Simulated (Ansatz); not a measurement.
## (5,5) carbon nanotube bundle (80 atoms): a reference run and its variants

The cell holds 80 atoms: 80 C. Cell: a = 10.081 Å, b = 10.081 Å, c = 9.721 Å, α = 90.0°, β = 90.0°, γ = 120.0°. It derives from C (graphene). Graphene sheet (a = 2.46 Å) rolled into a (5,5) tube of diameter 6.78 Å, 4 periods, hexagonal bundle with 3.3 Å between walls; minimised with a classical potential (one cell length free).

Geometry: as built.

Reference run: Kohn-Sham DFT, PBE+D3(BJ), PAW (set soft_2), plane waves (Ansatz 0.2.0), cutoff 420 eV, k-mesh 2×2×2, gaussian smearing of 0.025 eV.

```
r.m.s. force component : 0.2098 eV/Å
pressure               : 11.03 GPa
SCF cycles             : 9
time                   : 88 s on 4 threads of Arm Neoverse N1, shared host
```

Q: Estimate how much each variant changes the results, and its time and memory.
- support functions low
- support functions medium
- support functions medium, spacing 0.411 Å (grid laid 0.405 Å)
- support functions medium, spacing 0.343 Å (grid laid 0.336 Å)
- support functions medium, spacing 0.297 Å (grid laid 0.280 Å)
- support functions medium, spacing 0.263 Å (grid laid 0.210 Å)
- support functions medium, spacing 0.206 Å (grid laid 0.203 Å)

Each row is set against the plane-wave reference (Kohn-Sham DFT, PBE+D3(BJ), PAW (set soft_2), plane waves; r.m.s. force component 0.210 eV/Å). Energies are set beside the reference only for runs with its functional, potentials and electron count. Times are for 4 threads of Arm Neoverse N1, shared host. The reference's time includes the DOS, ELF, the stress and grids, which some other runs skip.

```csv
run,"Δ force, r.m.s. (meV/Å)",share of r.m.s. force (%),Δ energy (meV/atom),cycles,time,host memory (GiB)
reference,-,-,-,9,88 s,4.2
support functions low,0.495,0.236,-3.70,11,3 min,2.4
support functions medium,0.539,0.257,-3.70,12,3.4 min,2.5
"support functions medium, spacing 0.411 Å (grid laid 0.405 Å)",762,363,384,12,2.1 min,1.7
"support functions medium, spacing 0.343 Å (grid laid 0.336 Å)",17.4,8.28,6.17,12,1.8 min,1.7
"support functions medium, spacing 0.297 Å (grid laid 0.280 Å)",7.75,3.69,-0.699,12,2.1 min,1.8
"support functions medium, spacing 0.263 Å (grid laid 0.210 Å)",0.505,0.241,-3.79,12,3.4 min,2.5
"support functions medium, spacing 0.206 Å (grid laid 0.203 Å)",0.55,0.262,-3.68,12,3.8 min,2.8
```

Among numerical settings the force difference runs from 0.49 meV/Å (support functions low) to 762 meV/Å (support functions medium, spacing 0.411 Å (grid laid 0.405 Å)). At 80 atoms the fastest of the runs at a preset level, support functions low, takes roughly 2.1 times the time of plane waves (whose run also made extra analyses, so the like-for-like ratio is larger), in 11 SCF cycles against 9. Differences between support functions and plane waves include what basis error the plane-wave run still has. As the typed spacing goes from 0.206 to 0.411 Å, the force difference goes from 0.55 to 762 meV/Å (not steadily; the least is 0.51 at 0.263 Å), while the time lies between 1.8 min and 3.8 min. 

[Logs are printed without paths, hosts, clocks, repeated set-up lines and the standing remarks that a program may print on its own settings, such as how far it seeks lower states.]

[Hosts, paths, dates, database ids (printed as entryN), source tags and the programs' standing remarks are cut or masked in the printed files.]
